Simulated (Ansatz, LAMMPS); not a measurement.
# Static equation of state of amorphous polyacrylonitrile (as short chains C14N4H18), from a frame at 540 K, (108 atoms)

Density of this cell: 1.06 g/cm³. The cell holds 108 atoms: 42 C, 12 N and 54 H. Cell: a = 10.422 Å, b = 9.889 Å, c = 11.089 Å, α = 94.4°, β = 85.5°, γ = 88.9°. The starting structure: 3 polyacrylonitrile chains of 4 units with methyl end groups placed at random, at 0.938 g/cm³; overlaps pushed apart, then 20 ps at 800 K with MMFF94 bonds, angles, torsions, charges and radii (Halgren, J. Comput. Chem. 17, 490 (1996)) in harmonic and 12-6 forms. Snapshot after 30 ps at 540 K and fixed volume.

Calculated with Ansatz 0.2.0: Kohn-Sham DFT, PBE+D4, PAW (set soft_2), plane waves; cutoff 420 eV, Γ point, fixed occupations. Cell and atoms were relaxed first, to V0 = 10.515 Å³ an atom at a residual P0 = 0.001 GPa. The cell was then scaled evenly, and the atoms were relaxed at each volume.

| volume (Å³/atom) | pressure (GPa) |
| --- | --- |
| 9.4634 | ? |
| 9.8840 | 0.4751 |
| 10.199 | 0.1748 |
| 10.830 | -0.1229 |
| 11.146 | -0.3016 |

Task: Fit the third-order Birch–Murnaghan equation to the rows given and extrapolate to the withheld row.

Worked fit:

Take the Eulerian strain f = ½[(V0/V)^(2/3) − 1] and the normalised pressure F = (P − P0) / [3f(1 + 2f)^(5/2)]. The third-order Birch–Murnaghan equation is then the line F = B0 + (3/2)B0(B′ − 4) f, so u = f and v = F.

```
      u = f  v = F (GPa)
  0.0210563      6.76297
  0.0102570      5.35530
-0.00975646      4.46359
 -0.0190506      5.84444
```

With n = 4: mean u = 6.2654e-4, mean v = 5.60658, Σ(u − ū)² = 0.0010051, Σ(u − ū)(v − v̄) = 0.028392. Slope b = 0.028392 / 0.0010051 = 28.248; intercept a = v̄ − b ū = 5.5889.

So B0 = a = 5.59 GPa and B′ = 4 + 2b/(3a) = 7.37. At the withheld volume f = 0.03638, F = a + b f = 6.617 GPa, and P = P0 + 3f(1 + 2f)^(5/2) F.

Prediction at 9.4634: 0.8623 GPa. The run gave 1.097 GPa, so the fit is low by 0.24 GPa (21 % of the value).

The series isn't one smooth equation of state: even a line fitted to all rows, the withheld one included, misses F by up to 19.1 %. B0 and B′ are then only the numbers of this fit, not moduli of the material. Among the rows given, the largest miss of the fit is at 11.146, by 0.041 GPa (2.9 % of the range of the table).

Limits: Static cells at zero temperature; the cell shape is held. The program notes that the SCF threshold of these relaxations is loose for the stress. The network of contacts between molecules at the start is that of the classical potential that made the cell, and needn't be the one that DFT or experiment would give. Only the Γ point is sampled, in a cell whose shortest periodic width is 10 Å.

[Logs are printed without paths, hosts, clocks, repeated set-up lines and the standing remarks that a program may print on its own settings, such as how far it seeks lower states.]

[Hosts, paths, dates, database ids (printed as entryN), source tags and the programs' standing remarks are cut or masked in the printed files.]

[The MMFF94 radii named for the starting cell were scaled by 0.96; in molecules described by MMFF94, hydrogen bound to N, O or S took a small fixed 12-6 site in their place.]
